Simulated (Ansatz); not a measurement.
# Electron–phonon scattering in Ti (P6/mmm)

Aim: how strongly do electrons couple to phonons in Ti (P6/mmm), and what resistivity does that give?

Calculated with Ansatz 0.2.0; DFT PBEsol, scalar-relativistic, plane waves, PAW, in the first sound run; inputs show where later runs differ.

This is not the structure that Ti takes at ambient pressure and room temperature (hexagonal, No. 194); it is a model or a phase of other conditions.

## 1. The structure

It takes space group P6/mmm (No. 191, hexagonal). Conventional cell: a = 4.600 Å, b = 4.600 Å, c = 2.820 Å, α = 90.00°, β = 90.00°, γ = 120.00°. Nearest to Ti lie 14 Ti at 2.82 to 3.01 Å. Nearest to Ti lie 11 Ti at 2.66 to 3.01 Å.

## 2. Relaxation

The structure is brought to rest under this functional.

The input, input.yaml:

```yaml
crystal:
  lattice:
    - [4.6, 0.0, 0.0]
    - [-2.3, 3.9837168574, 0.0]
    - [0.0, 0.0, 2.82]
  atoms:
    - { symbol: Ti, position: [0.0, 0.0, 0.0] }
    - { symbol: Ti, position: [0.3333333333, 0.6666666667, 0.5] }
    - { symbol: Ti, position: [0.6666666667, 0.3333333333, 0.5] }
kpoints:
  mp_grid: { grid: [9, 9, 10] }
hamiltonian:
  xc: pbesol
scf:
  occupations: { method: gaussian, width: 0.1 }
output:
  forces: true
  stress: true
  eigenvalues: true
relax:
  adjacent_minimum: "off"
  f_tol: 0.005
  max_steps: 80
  cell: { stress_tol: 0.05 }
```

Launch:

```console
> ansatz run input.yaml --threads 4 --pin off --max-ram 10240MiB --backend cpu --events-out ev --progress --plain --runs-dir out
```

Then come: relaxing tightly for phonons; lattice stability: q 2×2×2, k 4×4×6; electron–phonon run: q 2×2×2, k 4×4×6, scattering 8×8×12; coupling and resistivity: q 3×3×2, k 6×6×8, scattering 8×8×12; resistivity, another input; tight relaxation (PBEsol+D3(BJ), PAW); coupling and resistivity: cutoff 350 eV, D3(BJ) dispersion; electron–phonon run: q 3×3×3, k 9×9×9, scattering 12×12×16; all levels side by side; all runs side by side. Settings of the main run: cutoff 420 eV, 9×9×9 k-mesh, Methfessel-Paxton occupations, smearing width 0.2 eV, 12×12×16 scattering mesh, 3×3×3 q-mesh.

Before running: what should come out for the change between its two finest scattering meshes?

Above the Debye range the phonon population grows as T, and so does the scattering: the resistivity is close to linear in T. On the last rung that gave a resistivity at the base settings (q 3×3×3, k 9×9×9, scattering 12×12×16), Ti (P6/mmm) has λ = 0.45 and a phonon-limited resistivity of 49.4 μΩ cm at 300 K. The coupling is moderate (λ = 0.45), so phonons raise the electrons' mass at the Fermi surface by about 45 %, if this value holds on finer meshes.

| Property | Result |
| --- | --- |
| run | PBEsol, q 3×3×3, k 9×9×9, scattering 12×12×16 |
| coupling constant λ | 0.454 |
| log mean phonon energy ħω_log | 20.7 meV |
| resistivity at 300 K | 49.7, 49.7, 48.7 μΩ cm (xx, yy, zz) |
| Drude plasma energy | 3.25, 3.25, 3.33 eV (xx, yy, zz) |
| resistivity times mean free path | 13.7, 13.7, 14.2 × 10⁻¹⁶ Ω m² (xx, yy, zz) |
| change between its two finest scattering meshes | λ 19 %, resistivity at 300 K 22 % |

At 800 K the mean free path from ρℓ/ρ falls to about 0.96 nm in the direction where it is shortest, a few atomic spacings, where real metals begin to saturate below the Boltzmann values. By the run's own test λ moves by 19 % between the two scattering meshes. Values of ρ(T) under 50 K rest on the softest modes, mostly interpolated ones, and are the least sure of the table. The high-temperature form ρ = 2π k_B T λ_tr/(ħ ε₀ ω_p²) gives 52.3 μΩ cm along x at 300 K, against 49.7 from the Boltzmann equation. The three lowest branches give 42 % of λ. By the run's own test, which takes the component that moves most, the resistivity at 300 K moves by 22 % between its two finest scattering meshes, so it is not converged. In the run quoted no mode is imaginary at the wavevectors of the 3×3×3 mesh; wavevectors off that mesh are interpolated. Only scattering by harmonic phonons counts; impurities, grain boundaries and thermal expansion are left out. With a dispersion correction, this version's phonons hold the C6 weights fixed as the atoms move.

[Logs are printed without paths, hosts, clocks, repeated set-up lines and the standing remarks that a program may print on its own settings, such as how far it seeks lower states.]

[Hosts, paths, dates, database ids (printed as entryN), source tags and the programs' standing remarks are cut or masked in the printed files.]
